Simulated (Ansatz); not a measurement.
## CsZnH3 (model cell, started as cubic perovskite with Zn in the octahedra): a soft mode frozen in

Which phase does CsZnH3 (model cell, started as cubic perovskite with Zn in the octahedra) fall into along its unstable mode, and how much energy does it gain?

Main program and level: Ansatz 0.2.0; DFT r2SCAN, scalar-relativistic, plane waves, PAW; PAW set soft_1.

The structure was built from a prototype and need not be the compound's stable phase.

## Step 1: The structure

It takes space group Pm-3m (No. 221, cubic). The conventional cell has a = 4.091 Å, b = 4.091 Å, c = 4.091 Å, α = 90.00°, β = 90.00°, γ = 90.00°. Nearest to Cs lie 12 H at 2.89 Å. Nearest to Zn lie 6 H at 2.05 Å. Nearest to H lie 2 Zn at 2.05 Å and 4 Cs at 2.89 Å and 8 H at 2.89 Å. Farther neighbours are not listed.

## Step 2: Response at finite wavevector

The cell comes from relaxations at this level that are not shown. Stability and thermal properties need the whole zone. Linear response on a 2×2×2 q mesh gives force constants as far as a supercell of that size would.

File input.yaml:

```yaml
crystal:
  lattice:
    - [4.0907575584, 0.0, 0.0]
    - [0.0, 4.0907575584, 0.0]
    - [0.0, 0.0, 4.0907575584]
  atoms:
    - { symbol: Cs, position: [0.0, 0.0, 0.0] }
    - { symbol: Zn, position: [0.5, 0.5, 0.5] }
    - { symbol: H, position: [0.5, 0.5, 0.0] }
    - { symbol: H, position: [0.5, 0.0, 0.5] }
    - { symbol: H, position: [0.0, 0.5, 0.5] }
kpoints:
  mp_grid: { grid: [12, 12, 12] }
hamiltonian:
  xc: r2scan
  pseudopotentials: { kind: paw, azcp: { folder: soft_1 } }
scf:
  occupations: { method: methfessel_paxton, width: 0.2 }
output:
  eigenvalues: true
phonons:
  method: dfpt
  qmesh: [2, 2, 2]
  temperatures: { t_max: 1000, t_step: 50 }
  qpath:
    path:
      - [[0.0, 0.0, 0.0], [0.0, 0.5, 0.0], [0.5, 0.5, 0.0], [0.0, 0.0, 0.0], [0.5, 0.5, 0.5], [0.0, 0.5, 0.0]]
      - [[0.5, 0.5, 0.5], [0.5, 0.5, 0.0]]
    npoints: 10
```

Started as:

```console
$ ansatz run input.yaml --threads 4 --pin off --max-ram 16384MiB --backend cpu --events-out ev --progress --plain --runs-dir out
```

Numbers of over 12 decimals in the logs are rounded to 6 here.

What it wrote:

```text
Engine: ansatz 0.2.0, aarch64-unknown-linux-gnu
Pseudopotentials: kind: paw
Pseudopotential: Cs, paw, valence charge 9, recommended cutoff 500 eV (meta_gga), soft_1/Cs.paw.azcp
Pseudopotential: Zn, paw, valence charge 12, recommended cutoff 500 eV (meta_gga), soft_1/Zn.paw.azcp
Pseudopotential: H, paw, valence charge 1, recommended cutoff 500 eV (meta_gga), soft_1/H.paw.azcp
Functional definition: r2SCAN
  parameter k0 = 0.174
  parameter k1 = 0.065
  parameter a1 = 4.9479
  exchange = r2scan_x(k0 = k0, k1 = k1, a1 = a1)
  correlation = r2scan_c
Crystal: 5 atoms, lattice volume = 68.456 Å³
Basis set: ecut = 500 eV, 1743 PW (Γ), exchange–correlation on 180×180×180 points (216 copies of the dense FFT grid, shifted against one another)
Bands: 17, of which v1, the nominal top of the filled ones, is band 12 counted from 1 (11 counted from 0)
Symmetry: 48 space group operations
k-points: 518 of 1728 (irreducible under 2 space group operations, time reversal used)
Non-local potential: Cs, projectors of the file, l = 0: 3, l = 1: 2, l = 2: 2, l = 3: 2
Non-local potential: Zn, projectors of the file, l = 0: 2, l = 1: 2, l = 2: 3, l = 3: 1
Non-local potential: H, projectors of the file, l = 0: 2, l = 1: 1
PAW form: soft (Blöchl's): semilocal exchange-correlation on the pseudo side does not see the compensation charge
PAW frozen core: Cs, regenerated for the run's functional (the file was generated under x = pbe(κ = 0.804, μ = 0.219515), c = pbe(β = 0.066725))
PAW frozen core: Zn, regenerated for the run's functional (the file was generated under x = pbe(κ = 0.804, μ = 0.219515), c = pbe(β = 0.066725))
PAW one-centre angular grid: Cs, 302 points (default); XC on 160 Gauss nodes
PAW one-centre angular grid: Zn, 590 points (default); XC on 160 Gauss nodes
PAW one-centre angular grid: H, 302 points (default); XC on 160 Gauss nodes
Initial density: superposition of atomic densities (chi_scale 0.1, normalization cell, long waves kept (reshape's long-wave potential 0.00 eV rms))
Initial wavefunctions: pseudopotential atomic-orbital guess
Functional: x = r2scan, c = r2scan; τ floored in thin density (d = 2e-4 eV/Å³)
SCF iter   1: F=—  HF=-9061.077616 eV  |F-HF|=—  |Δ(HF+E_count)|=         —  Δρ=9.85e-2  dr2=6.15e0  dr2_τ=1.70e-2  ethr=3.10e-3  ⟨swp⟩=5.1  Hψ=49818  notcnv=0
preconditioner: auto → Kerker (q_TF=auto, 2.291 Å⁻¹)  [metal: Δε(μ)=0.068 eV  Ē_g=11.451 eV  σ=0.200 eV  W_gap=0.28  n_scr=18 (ndim 8)  ℏωp=22.0 eV  f_vac=0.001  D(μ)=0.42/eV (n_scr^D=0)]
SCF iter   2: F=—  HF=-9059.848760 eV  |F-HF|=—  |Δ(HF+E_count)|=    1.23e0  S|Δr|=    0.00e0  Δρ=4.14e-2  dr2=9.12e-1  dr2_τ=1.07e-2  ethr=3.10e-3  ⟨swp⟩=4.2  Hψ=23702  notcnv=0  defer=478
SCF iter   3: F=—  HF=-9059.550942 eV  |F-HF|=—  |Δ(HF+E_count)|=   2.98e-1  S|Δr|=    0.00e0  Δρ=1.95e-2  dr2=4.09e-1  dr2_τ=2.28e-3  ethr=3.10e-3  ⟨swp⟩=2.0  Hψ=19179  notcnv=0  defer=491
SCF iter   4: F=—  HF=-9059.520907 eV  |F-HF|=—  |Δ(HF+E_count)|=   3.00e-2  S|Δr|=    0.00e0  Δρ=1.02e-2  dr2=3.54e-2  dr2_τ=3.80e-4  ethr=1.71e-3  ⟨swp⟩=2.0  Hψ=18655  notcnv=0  defer=487
SCF iter   5: F=—  HF=-9059.537878 eV  |F-HF|=—  |Δ(HF+E_count)|=   1.70e-2  S|Δr|=    0.00e0  Δρ=3.37e-3  dr2=4.53e-3  dr2_τ=2.98e-5  ethr=1.47e-4  ⟨swp⟩=2.0  Hψ=17551  notcnv=0  defer=481
SCF iter   6: F=—  HF=-9059.537331 eV  |F-HF|=—  |Δ(HF+E_count)|=   5.47e-4  S|Δr|=    0.00e0  Δρ=9.33e-4  dr2=4.82e-4  dr2_τ=4.04e-6  ethr=1.89e-5  ⟨swp⟩=2.2  Hψ=12970  notcnv=0  defer=481
SCF iter   7: F=—  HF=-9059.537356 eV  |F-HF|=—  |Δ(HF+E_count)|=   2.46e-5  S|Δr|=    0.00e0  Δρ=5.85e-4  dr2=1.57e-4  dr2_τ=2.38e-7  ethr=2.01e-6  ⟨swp⟩=2.0  Hψ=13324  notcnv=0  defer=481
SCF iter   8: F=—  HF=-9059.537304 eV  |F-HF|=—  |Δ(HF+E_count)|=   5.13e-5  S|Δr|=    0.00e0  Δρ=4.41e-5  dr2=1.70e-6  dr2_τ=2.76e-8  ethr=6.56e-7  ⟨swp⟩=2.0  Hψ=12136  notcnv=0  defer=481
SCF iter   9: F=—  HF=-9059.537305 eV  |F-HF|=—  |Δ(HF+E_count)|=   9.14e-7  S|Δr|=    0.00e0  Δρ=6.56e-6  dr2=2.23e-8  dr2_τ=1.61e-9  ethr=7.10e-9  ⟨swp⟩=2.1  Hψ=13903  notcnv=0  defer=481
SCF iter  10: F=—  HF=-9059.537305 eV  |F-HF|=—  |Δ(HF+E_count)|=   2.37e-8  S|Δr|=    0.00e0  Δρ=1.38e-6  dr2=6.99e-10  dr2_τ=1.99e-11  ethr=9.30e-11  ⟨swp⟩=2.0  Hψ=14030  notcnv=0  defer=481
SCF iter  11: F=—  HF=-9059.537305 eV  |F-HF|=—  |Δ(HF+E_count)|=  6.13e-10  S|Δr|=    0.00e0  Δρ=4.33e-7  dr2=7.19e-11  dr2_τ=9.84e-13  ethr=2.91e-12  ⟨swp⟩=2.0  Hψ=14026  notcnv=0  defer=481
SCF iter  12: F=-9059.537305 eV  HF=-9059.537305 eV  |F-HF|=5.46e-12  |Δ(HF+E_count)|=  7.28e-12  S|Δr|=    0.00e0  Δρ=6.40e-8  dr2=2.02e-12  dr2_τ=4.06e-14  ethr=1.00e-12  ⟨swp⟩=10.9  Hψ=50399  notcnv=0
the search or the solves at the SCF's close may have found levels that the self-consistency loop had missed (the run counts none). By its estimate they hold under 1e-12 electrons; where the run keeps them, the occupations were computed again with them
SCF 1 converged in 12 iterations: F = -9059.537305 eV  dr2 = 2.02e-12
  greatest PAW one-centre occupation: 0.983 electrons in one spin orbital (limit 2), on the Zn atom at site 1 (counted from 0), in its partial waves of l = 2
Basis set: ecut = 500 eV, 1743 PW (Γ), exchange–correlation on 120×120×120 points (64 copies of the dense FFT grid, shifted against one another)
k-points: 84 of 1728
Initial density: read from a saved state, or passed on in memory by an earlier SCF of this step, an earlier step, the calling program or the single point that the run made first
iter 1 solved again at ethr=3.93e-8 eV; its pass at ethr=3.10e-3 eV (dr2=9.43e-6 eV) is discarded
SCF iter   1: F=—  HF=-9059.537306 eV  |F-HF|=—  |Δ(HF+E_count)|=         —  Δρ=3.00e-7  dr2=3.69e-11  dr2_τ=1.98e-12  ethr=3.93e-8  ⟨swp⟩=3.5  Hψ=12510  notcnv=0
eigensolver tolerance schedule: the retry pair's looser diagonalisation over-reported the residual by 255888.24 of it (diagonalisation noise at an unbounded share of the residual, at the tolerance the schedule requests for it); recorded, not acted on — ethr = c·dr2/N_el stays at c = 1.0e-1
preconditioner: auto → Kerker (q_TF=auto, 2.291 Å⁻¹)  [metal: Δε(μ)=0.067 eV  Ē_g=12.987 eV  σ=0.200 eV  W_gap=0.27  n_scr=18 (ndim 8)  ℏωp=22.0 eV  f_vac=0.001  D(μ)=0.31/eV (n_scr^D=0)]
SCF iter   2: F=—  HF=-9059.537306 eV  |F-HF|=—  |Δ(HF+E_count)|=   2.83e-7  S|Δr|=    0.00e0  Δρ=1.26e-7  dr2=5.17e-12  dr2_τ=1.62e-12  ethr=1.00e-12  ⟨swp⟩=3.6  Hψ=7349  notcnv=0
SCF iter   3: F=-9059.537306 eV  HF=-9059.537306 eV  |F-HF|=3.64e-12  |Δ(HF+E_count)|=  3.64e-12  S|Δr|=    0.00e0  Δρ=6.69e-8  dr2=2.16e-12  dr2_τ=1.51e-13  ethr=1.00e-12  ⟨swp⟩=1.4  Hψ=3310  notcnv=0
SCF 2 converged in 3 iterations: F = -9059.537306 eV  dr2 = 2.16e-12
phonons: the bands overlap, so this run is a metal and interpolates without the dipole-dipole term. If the crystal is really an insulator or semiconductor, its LO-TO splitting is missing
DFPT response loops at Γ: preconditioner auto → Kerker (q_TF=auto, 2.291 Å⁻¹) (partly filled bands, converged f_vac=0.001); β = 1.00, the filter's whole step (`scf.mixing.beta` (0.50) is not read by the response loops under this deck's `scf.mixing.preconditioner`; to damp them name `kerker` or `kerker_dos`, under which they read `scf.mixing.beta`, and type it under 1.00, their step now; both keys bind the ground state too); Broyden in place of MSR1
NSCF: frozen V_eff on 84 k-points
WARN: eigensolver did not converge in 6 slots of this pass, the one above among them; of largest residual over every band (k=10): 1 band(s) unlocked (lowest unlocked band 16, counted from 0; max residual 3.14e-4 eV among the unlocked bands, 3.14e-4 eV over every band); of lowest unlocked band (k=10): band 16
NSCF: frozen V_eff on 686 k-points
DFPT response loops at q = (0, 0, -0.5) (fractional): mixed as the last ones told, above
NSCF: frozen V_eff on 686 k-points
DFPT response loops at q = (0, -0.5, -0.5) (fractional): mixed as the last ones told, above
NSCF: frozen V_eff on 686 k-points
DFPT response loops at q = (-0.5, -0.5, -0.5) (fractional): mixed as the last ones told, above
SCF converged after 12 iterations
Stability not checked: this state was not tested for a lower state beside it, because cold or Methfessel-Paxton smearing, or corrected tetrahedra, fill the levels in a way that the test cannot read (fill_not_monotonic; see scf.lower_state_search)
Free energy (F): -9059.537305 eV
Harris-Foulkes:  -9059.537305 eV  (|F-HF|=5.46e-12)
Internal energy: -9059.538318 eV  (E = F + TS)
E sigma→0 (E₀):  -9059.537559 eV
Entropy (-TS):   0.001013 eV (0.203 meV/atom)
Fermi energy:    5.635038 eV
Step filling:    the computed levels leave a gap of 0.0286 eV = 0.1 smearing widths at the electron count; against every level under it full and every level over it empty, smearing changes F+E_penalty+E_count by +0.046 meV and its σ→0 estimate by -0.208 meV
--- Per-component energies (eV) ---
  E_band       = -30.567923
  E_kinetic    = 329.347261
  E_local      = -2366.220116  (includes V_loc(G=0)·N_el)
  E_nonlocal   = 850.560250
  E_hartree    = 913.365496
  E_xc         = -265.239778
  E_vxc        = -238.526380  (∫ρ·V_xc dr)
  E_paw        = -7004.114201  (= ΣΔE_a)
  E_vpaw       = -443.017308  (= ΣTr[D̂ρ^β])
  E_aug_tail   = -0.000121  (compensation charges beyond the density's cutoff)
  E_vtau       = 10.557566  (kinetic-family band-sum trace: ∫τ·v_τ [+ j·A + Jᵃ·Aᵃ] dr)
  E_ewald      = -1517.104372
  E_core_change = -0.132737  (= ΣΔE_core)
  E_smearing   = 0.001013  (= −TS)
  E_closure    = 0.000000  (closes the sum)
  Σ components = -9059.537305   (vs F -9059.537305, Δ=0.00e0)
--- Band table (eV; the first three rows and the last of 518) ---
  k-point 0: bands = [... 8 lower, -0.5492, -0.5492, 5.3135, 5.3135, 11.1014, 11.1014, 11.1014, 13.2496, ... 1 higher]
  k-point 1: bands = [... 8 lower, -0.5426, -0.3837, 5.2256, 5.3430, 10.9950, 10.9950, 11.0002, 12.9608, ... 1 higher]
  k-point 2: bands = [... 8 lower, -0.5241, 0.1007, 4.9369, 5.4275, 10.7154, 10.7154, 10.9505, 12.3208, ... 1 higher]
  k-point 517: bands = [... 8 lower, -0.4297, 2.4311, 2.4311, 2.4311, 4.7651, 14.9545, 14.9545, 14.9545, ... 1 higher]
--- Phonons (Γ-DFPT): 4 representative perturbations + reference, on 518 of 1728 k-points (Σ response iterations 26) ---
  k mesh reduced under 2 symmetry operations, with k and −k counted as one. Each operation leaves every solved perturbation unchanged. A smaller set is not considered because the functional reads the kinetic-energy density
  ASR residual: 6.939e-5 → 0.000e0 eV/Å²; symmetrization residual: 8.035e-7 eV/Å²
  ASR residual per site (eV/Å²): 9.87e-6 6.94e-5 2.21e-5 2.21e-5 2.21e-5
  Γ frequencies (cm⁻¹): -374.49 -374.49 -374.49 0.00 0.00 0.00 224.26 224.26 224.26 836.28 836.28 836.28 912.00 912.00 912.00
--- Phonons (arbitrary-q DFPT): 4 irreducible q on the 2×2×2 mesh ---
  q = [0.0000, 0.0000, 0.0000] (star 1, of the zone-centre solve; hermiticity 3.40e-7, symmetrization 2.62e-10): -374.49 -374.49 -374.49 -0.00 -0.00 -0.00 224.26 224.26 224.26 836.28 836.28 836.28 912.00 912.00 912.00
  q = [0.0000, 0.0000, -0.5000] (star 3, 9 solved perturbations in 2646 linear systems a pass and spin channel, the states on 343 of 1728 k-point pairs; hermiticity 3.00e-7, symmetrization 2.79e-12): -349.34 -349.34 94.01 94.01 94.41 122.15 224.78 224.78 404.26 843.69 843.69 899.83 909.40 909.40 958.86
  q = [0.0000, -0.5000, -0.5000] (star 3, 9 solved perturbations in 2646 linear systems a pass and spin channel, the states on 343 of 1728 k-point pairs; hermiticity 4.37e-7, symmetrization 9.07e-13): -1195.74 -258.44 61.43 61.43 96.54 155.22 155.22 343.98 667.04 822.98 876.00 876.00 877.62 877.62 974.62
  q = [-0.5000, -0.5000, -0.5000] (star 1, 4 solved perturbations in 931 linear systems a pass and spin channel, the states on 343 of 1728 k-point pairs; hermiticity 1.43e-8, symmetrization 4.35e-12): -1092.78 -1092.78 102.04 102.04 102.04 140.87 140.87 140.87 796.56 796.56 796.56 814.24 926.77 926.77 926.77
  sum rule: each row above includes the acoustic sum rule's correction from the zone centre's row sums; it moved no ω² by more than (2.44 cm⁻¹)²
  mesh force constants: q→R imaginary residual 1.72e-17; ASR residual 6.939e-5 → 0.000e0 eV/Å²; symmetrization residual 6.217e-15 eV/Å²
  interpolated dispersion: 62 rows × 15 modes
  density of states and harmonic sums: on the 16×16×16 q-mesh, interpolated from the force constants of a 2×2×2 supercell (no non-analytic term)
  largest difference from the sums on the solved wave vectors: F 8.85e-2 eV, S 9.30e-5 and C_V 4.62e-5 eV/K
  zero-point energy: 0.408496 eV/cell   skipped modes (ω ≤ 0): 410, of them read as no rigid motion or as one in doubt: 407 (2.502e0 modes/cell left out, lowest -1195.74 cm⁻¹)   left out of the sums: 1.67e-1 of the cell's modes: C_V's classical limit lies that fraction below 3 k_B per atom; for a crystal, a wire or a layer, F and S can be off by more, and a phonons.interpolated_qmesh denser along its periods is the remedy for the sampling
```

Elapsed: 17 min, on 4 threads of Arm Neoverse V1, shared host; peak memory 4 GiB.

Reading the cycles: dr2 is the Hartree energy of the density residual (eV), the measure of convergence; HF is the Harris–Foulkes estimate of the energy, which meets the free energy F at convergence.

This step gave:

* volume per atom: 13.69 Å³
* gap on the k-mesh: 0 eV
* sum-rule residual before enforcement: 6.94e-5 eV/Å²
* lowest frequency on the path: -1196 cm⁻¹
* point group: m-3m
* highest frequency on the path or at a solved wavevector: 974.6 cm⁻¹
* highest optical mode at the zone centre (no LO-TO term): 912 cm⁻¹
* lowest optical zone-centre mode: -374.5 cm⁻¹
* lowest mode on the q mesh (acoustic modes at Γ apart): -1196 cm⁻¹

Frequencies (cm⁻¹) solved at each irreducible wavevector; negative means imaginary. Frequencies by wavevector, by row:

```
q in reciprocal lattice units  star  mode 1  mode 2  mode 3  mode 4  mode 13  mode 14  mode 15
                        0 0 0     1  -374.5  -374.5  -374.5       0      912      912      912
                     0 0 -0.5     3  -349.3  -349.3      94      94    909.4    909.4    958.9
                  0 -0.5 -0.5     3   -1196  -258.4    61.4    61.4    877.6    877.6    974.6
               -0.5 -0.5 -0.5     1   -1093   -1093     102     102    926.8    926.8    926.8
```

Interpolated from a 2×2×2 q mesh, rough between the solved points. Phonon branches along the path, in cm⁻¹:

```
    point  branch 1  branch 2  branch 3  branch 4  branch 12  branch 13  branch 14  branch 15
        Γ      -374      -374      -374         0        836        912        912        912
  halfway      -362      -362      -184        63        869        908        908        936
        X      -349      -349        94        94        900        909        909        959
  halfway      -938      -300        24        73        895        900        901        956
        M     -1196      -258        61        61        876        878        878        975
  halfway      -759      -330       -50        33        888        896        898        953
        Γ      -374      -374      -374         0        836        912        912        912
  halfway      -760      -760       -24        65        850        911        911        966
        R     -1093     -1093       102       102        814        927        927        927
  halfway      -977      -761        34        77        845        924        931        941
        X      -349      -349        94        94        900        909        909        959
jump to R     -1093     -1093       102       102        814        927        927        927
  halfway     -1145      -825        82        82        824        915        915        951
        M     -1196      -258        61        61        876        878        878        975
```

Symmetry leaves 4 wavevectors to solve. The lowest mode among them, the acoustic zeros apart, lies at q = (0, -0.5, -0.5) and is imaginary, 1195.7i cm⁻¹, so the energy falls along it.

## Step 3: The mode frozen in, largest atomic shift 0 Å

The mode followed lies at q = (0, -0.5, -0.5) with frequency 1195.7i cm⁻¹, the softest among the wavevectors solved. At small amplitude the distorted cell has space group no. 127 by a symmetry search on the positions. The undistorted cell that holds it gives the zero of energy on the same k mesh.

System of this step: CsZnH3 (model cell, started as cubic perovskite with Zn in the octahedra). Symmetry: Pm-3m, No. 221, cubic system. Conventional cell: a = 4.091 Å, b = 4.091 Å, c = 4.091 Å, α = 90.00°, β = 90.00°, γ = 90.00°. Cs has 12 H at 2.89 Å nearest. Nearest to Zn lie 6 H at 2.05 Å. Nearest to H lie 2 Zn at 2.05 Å and 8 H at 2.89 Å and 4 Cs at 2.89 Å. H has 2 Zn at 2.05 Å and 8 H at 2.89 Å and 4 Cs at 2.89 Å nearest. Farther neighbours are not listed.

File input.yaml:

```yaml
crystal:
  lattice:
    - [-4.0907575584, 0.0, 0.0]
    - [0.0, -4.0907575584, -4.0907575584]
    - [0.0, -4.0907575584, 4.0907575584]
  atoms:
    - { symbol: Cs, position: [0.0, 0.5, 0.5] }
    - { symbol: Cs, position: [0.0, 0.0, 0.0] }
    - { symbol: Zn, position: [0.5, 0.0, 0.5] }
    - { symbol: Zn, position: [0.5, 0.5, 0.0] }
    - { symbol: H, position: [0.5, 0.25, 0.25] }
    - { symbol: H, position: [0.5, 0.75, 0.75] }
    - { symbol: H, position: [0.5, 0.25, 0.75] }
    - { symbol: H, position: [0.5, 0.75, 0.25] }
    - { symbol: H, position: [0.0, 0.0, 0.5] }
    - { symbol: H, position: [0.0, 0.5, 0.0] }
kpoints:
  mp_grid: { grid: [10, 6, 6] }
hamiltonian:
  xc: r2scan
  pseudopotentials: { kind: paw, azcp: { folder: soft_1 } }
scf:
  occupations: { method: methfessel_paxton, width: 0.2 }
output:
  forces: true
  stress: true
  eigenvalues: true
```

What it wrote:

```text
[...]
Crystal: 10 atoms, lattice volume = 136.912 Å³
Basis set: ecut = 500 eV, 3483 PW (Γ), exchange–correlation on 120×180×180 points (64 copies of the dense FFT grid, shifted against one another)
Bands: 34, of which v1, the nominal top of the filled ones, is band 24 counted from 1 (23 counted from 0)
Symmetry: 32 space group operations
[...]
k-points: 60 of 360
[...]
k-point 0: bands = [... 20 lower, 3.9623, 3.9623, 5.3134, 5.3136, 9.9973, 10.1113, 11.1012, 11.1014, ... 6 higher]
  k-point 1: bands = [... 20 lower, 3.8675, 4.0418, 5.2061, 5.2998, 10.0617, 10.3597, 10.5016, 10.9130, ... 6 higher]
  k-point 2: bands = [... 20 lower, 3.9148, 4.2645, 4.9302, 5.0874, 9.7703, 10.0628, 10.5872, 10.5957, ... 6 higher]
  k-point 59: bands = [... 20 lower, 3.9619, 3.9619, 3.9623, 3.9623, 9.9974, 9.9974, 10.1111, 10.1111, ... 6 higher]
[key lines of the parts left out:]
SCF converged after 10 iterations
Free energy (F): -18119.073508 eV
Fermi energy:    5.626349 eV
P = ⅓ Tr σ = -0.0104 GPa (-0.104 kbar)
```

Run time: 16 s. Hardware: 4 threads; peak memory 0.85 GiB; 64 s of CPU time.

Numbers from this step:

| Property | Result |
| --- | --- |
| pressure | -0.01039 GPa |
| energy from the undistorted cell | 0 meV/atom |

The run ends at a pressure of -0.01 GPa.

[end of part 1 of 3]

[Logs are printed without paths, hosts, clocks, repeated set-up lines and the standing remarks that a program may print on its own settings, such as how far it seeks lower states.]

[Hosts, paths, dates, database ids (printed as entryN), source tags and the programs' standing remarks are cut or masked in the printed files.]
